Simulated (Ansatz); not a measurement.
# What Mo2NO2 monolayer distorts into, part 2 of 3

Which phase does Mo2NO2 monolayer fall into along its unstable mode, and how much energy does it gain?

Ansatz 0.2.0; DFT PBEsol, scalar-relativistic, plane waves, PAW.

So far, highest frequency on the path or at a solved wavevector (cm⁻¹): step 2 (response at finite wavevector) 720. Also lowest frequency on the path (cm⁻¹): step 2 -172.

## Step 6: Relaxation from the frozen mode

Starting from the lowest point found, all atoms and the cell are let go, so that strain and other modes of the same symmetry can join in.

File input.yaml:

```yaml
crystal:
  lattice:
    - [3.1277744238, 0.0, 0.0]
    - [-1.0e-10, 5.4174642167, 0.0]
    - [0.0, 0.0, 32.6]
  atoms:
    - { symbol: "N", position: [1.0, 0.0055265023, 0.3109435943] }
    - { symbol: "N", position: [0.5, 0.4944734977, 0.3025533382] }
    - { symbol: Mo, position: [0.0, 0.3466800555, 0.3383811111] }
    - { symbol: Mo, position: [0.5, 0.8199866112, 0.338656753] }
    - { symbol: Mo, position: [0.5, 0.1533199445, 0.2751158214] }
    - { symbol: Mo, position: [1.0, 0.6800133888, 0.2748401795] }
    - { symbol: O, position: [0.5, 0.1692508549, 0.3679124384] }
    - { symbol: O, position: [1.0, 0.6640824784, 0.3721037083] }
    - { symbol: O, position: [0.0, 0.3307491451, 0.2455844941] }
    - { symbol: O, position: [0.5, 0.8359175216, 0.2413932242] }
  periodic: [true, true, false]
kpoints:
  mp_grid: { grid: [12, 8, 1] }
hamiltonian:
  xc: pbesol
scf:
  occupations: { method: methfessel_paxton, width: 0.15 }
output:
  forces: true
  stress: true
  eigenvalues: true
  write_density: true
  write_potential: true
  elf: true
  volumetric_format: npy
relax:
  adjacent_minimum: "off"
  f_tol: 0.002
  max_steps: 120
  cell: { stress_2d_tol: 0.005 }
```

Launch:

```bash
> ansatz run input.yaml --threads 8 --pin off --max-ram 14336MiB --backend cpu --events-out ev --progress --plain --runs-dir out
```

Numbers of over 12 decimals in the logs are rounded to 6 here.

Output:

```text
[...]
Crystal: 10 atoms, lattice volume = 552.394 Å³
Basis set: ecut = 420 eV, 10793 PW (Γ), exchange–correlation on 48×80×450 points (8 copies of the dense FFT grid, shifted against one another)
Bands: 55, of which v1, the nominal top of the filled ones, is band 45 counted from 1 (44 counted from 0)
Symmetry: 4 space group operations
[...]
k-points: 35 of 96
[...]
SCF iter   1: F=—  HF=-22591.607696 eV  |F-HF|=—  |Δ(HF+E_count)|=         —  Δρ=6.64e-3  dr2=1.83e-1  ethr=1.77e-3  ⟨swp⟩=11.9  Hψ=13301  notcnv=0
[...]
SCF iter  10: F=-22591.574801 eV  HF=-22591.574801 eV  |F-HF|=1.14e-8  |Δ(HF+E_count)|=   9.52e-8  S|Δr|=    0.00e0  Δρ=2.75e-7  dr2=5.43e-10  ethr=3.03e-12  ⟨swp⟩=12.8  Hψ=19012  notcnv=0
SCF 1 converged in 10 iterations: F = -22591.574801 eV  dr2 = 5.43e-10
[...]
relax step   1: F+E_penalty+E_count = -22591.57480092 eV  Δ(F+E_penalty+E_count) = +0.000e0 eV  max|allowed force component| = 2.628e-1 eV/Å  Δτ_max = 0.0000 Å  P = -1.215 N/m  Ω = 552.394 Å³  fix = [c, alpha, beta]  reactions: c +0.000 N/m; alpha +0.000 N/m/rad  (10 SCF iters, dr2 threshold 1.00e-7 eV, accepted)
Crystal: 10 atoms, lattice volume = 543.490 Å³
Basis set: ecut = 420 eV, 10631 PW (Γ), exchange–correlation on 48×80×450 points (8 copies of the dense FFT grid, shifted against one another)
[...]
iter 1 solved again at ethr=5.74e-5 eV; its pass at ethr=3.10e-3 eV (dr2=5.17e-2 eV) is discarded
[...]
SCF iter   7: F=-22591.616462 eV  HF=-22591.616461 eV  |F-HF|=5.23e-7  |Δ(HF+E_count)|=   1.78e-6  S|Δr|=    0.00e0  Δρ=4.22e-6  dr2=1.56e-7  ethr=1.11e-9  ⟨swp⟩=25.8  Hψ=26600  notcnv=0
SCF 2 converged in 7 iterations: F = -22591.616462 eV  dr2 = 1.56e-7
relax step   2: F+E_penalty+E_count = -22591.61646156 eV  Δ(F+E_penalty+E_count) = -4.166e-2 eV  max|allowed force component| = 3.935e-1 eV/Å  Δτ_max = 0.0542 Å  P = -0.115 N/m  Ω = 543.490 Å³  energy of the carried Pulay correction = +7.015e-3 eV  fix = [c, alpha, beta]  reactions: c -0.000 N/m; alpha -0.000 N/m/rad  (7 SCF iters, dr2 threshold 1.00e-6 eV, accepted)
Crystal: 10 atoms, lattice volume = 539.134 Å³
Basis set: ecut = 420 eV, 10559 PW (Γ), exchange–correlation on 48×80×450 points (8 copies of the dense FFT grid, shifted against one another)
[...]
SCF iter   6: F=-22591.665217 eV  HF=-22591.665215 eV  |F-HF|=1.77e-6  |Δ(HF+E_count)|=   7.08e-6  S|Δr|=    0.00e0  Δρ=1.01e-5  dr2=7.08e-7  ethr=1.11e-9  ⟨swp⟩=26.9  Hψ=27810  notcnv=0
SCF 3 converged in 6 iterations: F = -22591.665217 eV  dr2 = 7.08e-7
relax step   3: F+E_penalty+E_count = -22591.66521719 eV  Δ(F+E_penalty+E_count) = -4.876e-2 eV  max|allowed force component| = 5.171e-1 eV/Å  Δτ_max = 0.0382 Å  P = +0.320 N/m  Ω = 539.134 Å³  energy of the carried Pulay correction = +1.049e-2 eV  fix = [c, alpha, beta]  reactions: c +0.000 N/m; alpha -0.000 N/m/rad  (6 SCF iters, dr2 threshold 1.00e-6 eV, accepted)
[... from here on, the SCF cycles and remarks between the steps are left out ...]
relax step   4: F+E_penalty+E_count = -22591.74679509 eV  Δ(F+E_penalty+E_count) = -8.158e-2 eV  max|allowed force component| = 6.471e-1 eV/Å  Δτ_max = 0.0509 Å  P = +0.732 N/m  Ω = 533.891 Å³  energy of the carried Pulay correction = +1.471e-2 eV  fix = [c, alpha, beta]  reactions: c +0.000 N/m; alpha -0.000 N/m/rad  (6 SCF iters, dr2 threshold 1.00e-6 eV, accepted)
relax step   5: F+E_penalty+E_count = -22591.83167872 eV  Δ(F+E_penalty+E_count) = -8.488e-2 eV  max|allowed force component| = 6.343e-1 eV/Å  Δτ_max = 0.0503 Å  P = +1.065 N/m  Ω = 529.595 Å³  energy of the carried Pulay correction = +1.819e-2 eV  fix = [c, alpha, beta]  reactions: c -0.000 N/m; alpha -0.000 N/m/rad  (6 SCF iters, dr2 threshold 1.00e-6 eV, accepted)
relax step   6: F+E_penalty+E_count = -22591.84009338 eV  Δ(F+E_penalty+E_count) = -8.415e-3 eV  max|allowed force component| = 8.679e-1 eV/Å  Δτ_max = 0.1955 Å  P = +0.908 N/m  Ω = 523.073 Å³  energy of the carried Pulay correction = +2.354e-2 eV  fix = [c, alpha, beta]  reactions: c +0.000 N/m; alpha +0.000 N/m/rad  (6 SCF iters, dr2 threshold 1.00e-6 eV, accepted)
relax step   7: F+E_penalty+E_count = -22591.99982488 eV  Δ(F+E_penalty+E_count) = -1.597e-1 eV  max|allowed force component| = 3.163e-1 eV/Å  Δτ_max = 0.1105 Å  P = -0.003 N/m  Ω = 533.378 Å³  energy of the carried Pulay correction = +1.512e-2 eV  fix = [c, alpha, beta]  reactions: c +0.000 N/m; alpha +0.000 N/m/rad  (6 SCF iters, dr2 threshold 1.00e-6 eV, accepted)
relax step   8: F+E_penalty+E_count = -22592.00485672 eV  Δ(F+E_penalty+E_count) = -5.032e-3 eV  max|allowed force component| = 3.844e-1 eV/Å  Δτ_max = 0.0329 Å  P = -0.996 N/m  Ω = 535.061 Å³  energy of the carried Pulay correction = +1.376e-2 eV  fix = [c, alpha, beta]  reactions: c -0.000 N/m; alpha +0.000 N/m/rad  (7 SCF iters, dr2 threshold 1.00e-6 eV, accepted)
relax step   9: F+E_penalty+E_count = -22592.03271223 eV  Δ(F+E_penalty+E_count) = -2.786e-2 eV  max|allowed force component| = 1.005e-1 eV/Å  Δτ_max = 0.0339 Å  P = +0.225 N/m  Ω = 534.665 Å³  energy of the carried Pulay correction = +1.408e-2 eV  fix = [c, alpha, beta]  reactions: c +0.000 N/m; alpha +0.000 N/m/rad  (7 SCF iters, dr2 threshold 1.00e-6 eV, accepted)
relax step  10: F+E_penalty+E_count = -22592.03439354 eV  Δ(F+E_penalty+E_count) = -1.681e-3 eV  max|allowed force component| = 5.205e-2 eV/Å  Δτ_max = 0.0085 Å  P = -0.022 N/m  Ω = 534.566 Å³  energy of the carried Pulay correction = +1.416e-2 eV  fix = [c, alpha, beta]  reactions: c -0.000 N/m; alpha +0.000 N/m/rad  (5 SCF iters, dr2 threshold 6.31e-7 eV, accepted)
relax step  11: F+E_penalty+E_count = -22592.03510117 eV  Δ(F+E_penalty+E_count) = -7.076e-4 eV  max|allowed force component| = 2.528e-2 eV/Å  Δτ_max = 0.0059 Å  P = -0.015 N/m  Ω = 534.572 Å³  energy of the carried Pulay correction = +1.416e-2 eV  fix = [c, alpha, beta]  reactions: c -0.000 N/m; alpha +0.000 N/m/rad  (6 SCF iters, dr2 threshold 1.69e-7 eV, accepted)
relax step  12: F+E_penalty+E_count = -22592.03444175 eV  Δ(F+E_penalty+E_count) = +6.594e-4 eV  max|allowed force component| = 7.264e-2 eV/Å  Δτ_max = 0.0072 Å  P = +0.243 N/m  Ω = 534.018 Å³  energy of the carried Pulay correction = +1.460e-2 eV  fix = [c, alpha, beta]  (7 SCF iters, dr2 threshold 3.99e-8 eV, rejected (line search))
relax step  13: F+E_penalty+E_count = -22592.03544117 eV  Δ(F+E_penalty+E_count) = -3.400e-4 eV  max|allowed force component| = 8.334e-3 eV/Å  Δτ_max = 0.0028 Å  P = +0.021 N/m  Ω = 534.398 Å³  energy of the carried Pulay correction = +1.430e-2 eV  fix = [c, alpha, beta]  reactions: c +0.000 N/m; alpha +0.000 N/m/rad  (11 SCF iters, accepted)
relax step  14: F+E_penalty+E_count = -22592.03539815 eV  Δ(F+E_penalty+E_count) = +4.303e-5 eV  max|allowed force component| = 5.442e-3 eV/Å  Δτ_max = 0.0005 Å  P = -0.014 N/m  Ω = 534.457 Å³  energy of the carried Pulay correction = +1.425e-2 eV  fix = [c, alpha, beta]  reactions: c -0.000 N/m; alpha -0.000 N/m/rad  (6 SCF iters, dr2 threshold 4.34e-9 eV, accepted)
relax step  15: F+E_penalty+E_count = -22592.03541533 eV  Δ(F+E_penalty+E_count) = -1.719e-5 eV  max|allowed force component| = 3.842e-4 eV/Å  Δτ_max = 0.0003 Å  P = +0.002 N/m  Ω = 534.440 Å³  energy of the carried Pulay correction = +1.426e-2 eV  fix = [c, alpha, beta]  reactions: c +0.000 N/m; alpha +0.000 N/m/rad  (5 SCF iters, dr2 threshold 1.85e-9 eV, accepted)
relax step  16: F+E_penalty+E_count = -22592.03547751 eV  Δ(F+E_penalty+E_count) = -6.218e-5 eV  max|allowed force component| = 9.367e-4 eV/Å  Δτ_max = 0.0000 Å  P = -0.018 N/m  Ω = 534.440 Å³  fix = [c, alpha, beta]  reactions: c +0.000 N/m; alpha -0.000 N/m/rad  stress off target by 2.48e-1 N/m on what of the cell is left free  SCF on the basis re-selected at this cell (its energy is not comparable with the rows above)  (9 SCF iters)
relax step  17: F+E_penalty+E_count = -22592.03595353 eV  Δ(F+E_penalty+E_count) = -4.760e-4 eV  max|allowed force component| = 1.258e-2 eV/Å  Δτ_max = 0.0023 Å  P = +0.050 N/m  Ω = 534.146 Å³  energy of the carried Pulay correction = +2.395e-4 eV  fix = [c, alpha, beta]  reactions: c +0.000 N/m; alpha +0.000 N/m/rad  (5 SCF iters, dr2 threshold 7.57e-8 eV, accepted)
relax step  18: F+E_penalty+E_count = -22592.03590965 eV  Δ(F+E_penalty+E_count) = +4.388e-5 eV  max|allowed force component| = 7.967e-3 eV/Å  Δτ_max = 0.0008 Å  P = -0.015 N/m  Ω = 534.243 Å³  energy of the carried Pulay correction = +1.616e-4 eV  fix = [c, alpha, beta]  reactions: c -0.000 N/m; alpha -0.000 N/m/rad  (5 SCF iters, dr2 threshold 9.89e-9 eV, accepted)
relax step  19: F+E_penalty+E_count = -22592.03597087 eV  Δ(F+E_penalty+E_count) = -6.122e-5 eV  max|allowed force component| = 2.075e-3 eV/Å  Δτ_max = 0.0008 Å  P = -0.005 N/m  Ω = 534.181 Å³  energy of the carried Pulay correction = +2.123e-4 eV  fix = [c, alpha, beta]  reactions: c +0.000 N/m; alpha -0.000 N/m/rad  (6 SCF iters, dr2 threshold 3.97e-9 eV, accepted)
relax step  20: F+E_penalty+E_count = -22592.03592472 eV  Δ(F+E_penalty+E_count) = +4.614e-5 eV  max|allowed force component| = 9.571e-3 eV/Å  Δτ_max = 0.0008 Å  P = -0.011 N/m  Ω = 534.226 Å³  energy of the carried Pulay correction = +1.758e-4 eV  fix = [c, alpha, beta]  (6 SCF iters, dr2 threshold 2.69e-10 eV, rejected (line search))
relax step  21: F+E_penalty+E_count = -22592.03599279 eV  Δ(F+E_penalty+E_count) = -2.192e-5 eV  max|allowed force component| = 3.688e-4 eV/Å  Δτ_max = 0.0002 Å  P = -0.002 N/m  Ω = 534.155 Å³  energy of the carried Pulay correction = +2.327e-4 eV  fix = [c, alpha, beta]  reactions: c +0.000 N/m; alpha -0.000 N/m/rad  (9 SCF iters, accepted)
relax step  22: F+E_penalty+E_count = -22592.03588256 eV  Δ(F+E_penalty+E_count) = +1.102e-4 eV  max|allowed force component| = 3.620e-4 eV/Å  Δτ_max = 0.0000 Å  P = -0.004 N/m  Ω = 534.155 Å³  fix = [c, alpha, beta]  reactions: c +0.000 N/m; alpha -0.000 N/m/rad  stress off target by 1.03e-2 N/m on what of the cell is left free  SCF on the basis re-selected at this cell (its energy is not comparable with the rows above)  (8 SCF iters)
relax step  23: F+E_penalty+E_count = -22592.03589592 eV  Δ(F+E_penalty+E_count) = -1.336e-5 eV  max|allowed force component| = 2.656e-4 eV/Å  Δτ_max = 0.0001 Å  P = +0.001 N/m  Ω = 534.139 Å³  energy of the carried Pulay correction = +1.308e-5 eV  fix = [c, alpha, beta]  reactions: c -0.000 N/m; alpha +0.000 N/m/rad  (7 SCF iters, dr2 threshold 1.30e-10 eV, accepted)
[...]
SCF iter   9: F=-22592.035879 eV  HF=-22592.035879 eV  |F-HF|=1.75e-10  |Δ(HF+E_count)|=  5.82e-11  S|Δr|=    0.00e0  Δρ=4.52e-9  dr2=6.85e-14  ethr=1.00e-12  ⟨swp⟩=10.1  Hψ=14108  notcnv=0
SCF 24 converged in 9 iterations: F = -22592.035879 eV  dr2 = 6.85e-14
relax step  24: F+E_penalty+E_count = -22592.03587888 eV  Δ(F+E_penalty+E_count) = +1.704e-5 eV  max|allowed force component| = 2.648e-4 eV/Å  Δτ_max = 0.0000 Å  P = +0.001 N/m  Ω = 534.139 Å³  fix = [c, alpha, beta]  reactions: c +0.000 N/m; alpha +0.000 N/m/rad  stress off target by 9.34e-4 N/m on what of the cell is left free  SCF on the basis re-selected at this cell (its energy is not comparable with the rows above)  (9 SCF iters)
[...]
SCF converged after 9 iterations
[...]
Free energy (F): -22592.035879 eV
[...]
Internal energy: -22592.036254 eV  (E = F + TS)
E sigma→0 (E₀):  -22592.035973 eV
Entropy (-TS):   0.000375 eV (0.038 meV/atom)
Fermi energy:    -6.307168 eV
Step filling:    the computed levels leave a gap of 0.0023 eV = 0.0 smearing widths at the electron count; against every level under it full and every level over it empty, smearing changes F+E_penalty+E_count by -3.030 meV and its σ→0 estimate by -3.124 meV
[...]
--- Forces (eV/Å), atoms counted from 1 ---
  atom   1  N     -0.00000000     0.00009911    -0.00003654
  atom   2  N      0.00000000    -0.00009911     0.00003654
  atom   3  Mo    -0.00000000     0.00018355     0.00026479
  atom   4  Mo     0.00000000    -0.00016959     0.00008026
  atom   5  Mo     0.00000000    -0.00018355    -0.00026479
  atom   6  Mo    -0.00000000     0.00016959    -0.00008026
  atom   7  O      0.00000000    -0.00011570     0.00014103
  atom   8  O      0.00000000    -0.00006722     0.00005243
  atom   9  O     -0.00000000     0.00011570    -0.00014103
  atom  10  O     -0.00000000     0.00006722    -0.00005243
  max |Σ_I F_I| component: 2.71e-20 eV/Å
--- 2D stress c σ (N/m, compression-positive) ---
        0.000934       0.000000       0.000000
        0.000000       0.000498      -0.000000
        0.000000      -0.000000       0.000000
  P = ½ c Tr σ = 0.0007 N/m
--- Band table (eV; the first three rows and the last of 35) ---
  k-point 0: bands = [... 41 lower, -8.1303, -7.7301, -6.6482, -6.5384, -5.9726, -5.8127, -5.3672, -4.4057, ... 6 higher]
  k-point 1: bands = [... 41 lower, -8.2390, -7.7065, -6.6608, -6.5998, -6.2445, -5.5346, -5.4646, -4.4396, ... 6 higher]
  k-point 2: bands = [... 41 lower, -8.0063, -7.7127, -6.8226, -6.8186, -6.2913, -5.5508, -5.3094, -4.4495, ... 6 higher]
  k-point 34: bands = [... 41 lower, -8.0746, -7.0135, -7.0135, -5.7948, -5.7948, -5.2806, -5.2806, -4.5786, ... 6 higher]
--- Relaxed structure (21 steps of the walk, 19 accepted, 3 SCFs on fresh bases) ---
  F+E_penalty+E_count = -22592.03587888 eV   max|allowed force component| = 2.648e-4 eV/Å   (the final SCF, on the basis selected at the relaxed cell)
  cell:  # Å, volume = 534.1392 Å³
    - [3.247458, 2.9972120780713616e-11, 0]
    - [-4.656582204821816e-11, 5.045373, 0]
    - [0, 0, 32.6]
  atoms:
    - { symbol: N, position: [1.000000, 0.010921, 0.310915] }
    - { symbol: N, position: [0.500000, 0.489079, 0.302582] }
    - { symbol: Mo, position: [0, 0.385830, 0.339506] }
    - { symbol: Mo, position: [0.5, 0.832139, 0.340949] }
    - { symbol: Mo, position: [0.500000, 0.114170, 0.273990] }
    - { symbol: Mo, position: [1.000000, 0.667861, 0.272548] }
    - { symbol: O, position: [0.500000, 0.197432, 0.368326] }
    - { symbol: O, position: [1.000000, 0.705873, 0.375924] }
    - { symbol: O, position: [0, 0.302568, 0.245171] }
    - { symbol: O, position: [0.500000, 0.794127, 0.237573] }
```

Run time: 5.3 min. Hardware: 8 threads of Arm Neoverse V2, shared host; peak memory 2.1 GiB.

Relaxation path (22 of 24):

| step | energy less that of the first step (eV) | largest force component (eV/Å) | volume (Å³) |
| --- | --- | --- | --- |
| 1 | 0.0000 | 0.2628 | 552.39 |
| 2 | -0.0417 | 0.3935 | 543.49 |
| 3 | -0.0904 | 0.5171 | 539.13 |
| 4 | -0.1720 | 0.6471 | 533.89 |
| 5 | -0.2569 | 0.6343 | 529.59 |
| 6 | -0.2653 | 0.8679 | 523.07 |
| 8 | -0.4301 | 0.3844 | 535.06 |
| 9 | -0.4579 | 0.1005 | 534.66 |
| 10 | -0.4596 | 0.0520 | 534.57 |
| 11 | -0.4603 | 0.0253 | 534.57 |
| 12 | -0.4596 | 0.0726 | 534.02 |
| 13 | -0.4606 | 0.0083 | 534.40 |
| 14 | -0.4606 | 0.0054 | 534.46 |
| 15 | -0.4606 | 0.0004 | 534.44 |
| 16* | -0.4607 | 0.0009 | 534.44 |
| 17 | -0.4612 | 0.0126 | 534.15 |
| 19 | -0.4612 | 0.0021 | 534.18 |
| 20 | -0.4611 | 0.0096 | 534.23 |
| 21 | -0.4612 | 0.0004 | 534.16 |
| 22* | -0.4611 | 0.0004 | 534.16 |
| 23 | -0.4611 | 0.0003 | 534.14 |
| 24* | -0.4611 | 0.0003 | 534.14 |

Relaxation steps marked * repeat the geometry before them on a plane-wave basis chosen anew for their cell, so energy and pressure can jump there. Other such steps can lie between the rows shown. Relaxation steps 12, 20 were tried and not accepted.

The run keeps the 4 symmetry operations that it works with, so distortions that break them were not tested.

| cell as run | before | after | change |
| --- | --- | --- | --- |
| a (Å) | 3.128 | 3.247 | +3.8 % |
| b (Å) | 5.417 | 5.045 | -6.9 % |

The atoms that moved most (Å, along periodic axes as changes of fractional coordinates times the final cell, across vacuum about the mean position):

| atom | dx | dy | dz | length |
| --- | --- | --- | --- | --- |
| O10 | 0.000 | -0.211 | -0.125 | 0.245 |
| O8 | 0.000 | 0.211 | 0.125 | 0.245 |
| Mo3 | 0.000 | 0.198 | 0.037 | 0.201 |
| Mo5 | 0.000 | -0.198 | -0.037 | 0.201 |
| O7 | 0.000 | 0.142 | 0.013 | 0.143 |
| O9 | 0.000 | -0.142 | -0.013 | 0.143 |
| Mo6 | 0.000 | -0.061 | -0.075 | 0.097 |
| Mo4 | 0.000 | 0.061 | 0.075 | 0.097 |

The relaxed structure:

```cif
data_structure
_symmetry_space_group_name_H-M 'P 1'
_symmetry_Int_Tables_number 1
_cell_length_a 3.2475
_cell_length_b 5.0454
_cell_length_c 32.6000
_cell_angle_alpha 90.000
_cell_angle_beta 90.000
_cell_angle_gamma 90.000
_cell_volume 534.14
loop_
_atom_site_label
_atom_site_type_symbol
_atom_site_fract_x
_atom_site_fract_y
_atom_site_fract_z
_atom_site_occupancy
N1 N 0.00000 0.01092 0.31092 1
N2 N 0.50000 0.48908 0.30258 1
Mo3 Mo 0.00000 0.38583 0.33951 1
Mo4 Mo 0.50000 0.83214 0.34095 1
Mo5 Mo 0.50000 0.11417 0.27399 1
Mo6 Mo 0.00000 0.66786 0.27255 1
O7 O 0.50000 0.19743 0.36833 1
O8 O 0.00000 0.70587 0.37592 1
O9 O 0.00000 0.30257 0.24517 1
O10 O 0.50000 0.79413 0.23757 1
```

Numbers from this step:

| Property | Result |
| --- | --- |
| area per atom | 1.638 Å² |

Electrostatic potential energy in the bc plane at fractional x = 0.000, with atoms of N and Mo and O within 0.2 Å of it. With pseudopotentials it is smooth inside the atoms' cores, unlike the true potential.

Values in eV, 24 rows by 14 columns, each cell a mean:
```
  0   0   0   0   0   0   0   0   0   0   0   0   0   0
  0   0   0   0   0   0   0   0   0   0   0   0   0   0
  0   0   0   0   0   0   0   0   0   0   0   0   0   0
  0   0   0   0   0   0   0   0   0   0   0   0   0   0
  0   0   0   0   0   0   0   0   0   0   0   0   0   0
  0   0   0   0   0   0   0   0   0   0   0   0   0   0
  0   0   0   0   0   0   0   0   0   0   0   0   0   0
  0   0   0   0   0   0   0   0   0   0   0   0   0   0
  0   0   0   0   0   0   0   0   0   0   0   0   0   0
  0   0   0   0   0   0   0   0   0   0   0   0   0   0
  0   0   0   0   0   0   0   0   0   0   0   0   0   0
  0   0   0   0   0   0   0   0   0   0   0   0   0   0
  0   0   0   0   0   0   0   0   0   0   0   0   0   0
  0   0   0   0   0   0   0   0   0   0   0   0   0   0
 -1  -1  -2  -3  -4  -4  -4  -3 -12 -25 -26 -17  -3  -1
 -6  -7 -11 -28 -41 -45 -43 -35 -21 -22 -21 -14  -6  -6
-44 -35 -15 -16 -24 -27 -26 -22 -20 -21 -18 -13 -17 -38
 -7  -6  -9 -19 -23 -20 -14 -34 -47 -48 -47 -39 -17  -8
 -2  -2  -6 -19 -24 -19  -6  -4  -7  -8  -7  -5  -3  -2
  0   0   0   0   0   0   0   0   0   0   0   0   0   0
  0   0   0   0   0   0   0   0   0   0   0   0   0   0
  0   0   0   0   0   0   0   0   0   0   0   0   0   0
  0   0   0   0   0   0   0   0   0   0   0   0   0   0
  0   0   0   0   0   0   0   0   0   0   0   0   0   0
```
Columns run along b (5.0 Å; values clipped at the 3rd and 97th percentile), rows up along c (32.6 Å). Atoms in or near the plane, at fractional coordinates: N at (0.01, 0.31), Mo at (0.39, 0.34), Mo at (0.67, 0.27), O at (0.71, 0.38), O at (0.30, 0.25).

(Continued in part 3 of 3.)

[Logs are printed without paths, hosts, clocks, repeated set-up lines and the standing remarks that a program may print on its own settings, such as how far it seeks lower states.]

[Hosts, paths, dates, database ids (printed as entryN), source tags and the programs' standing remarks are cut or masked in the printed files.]
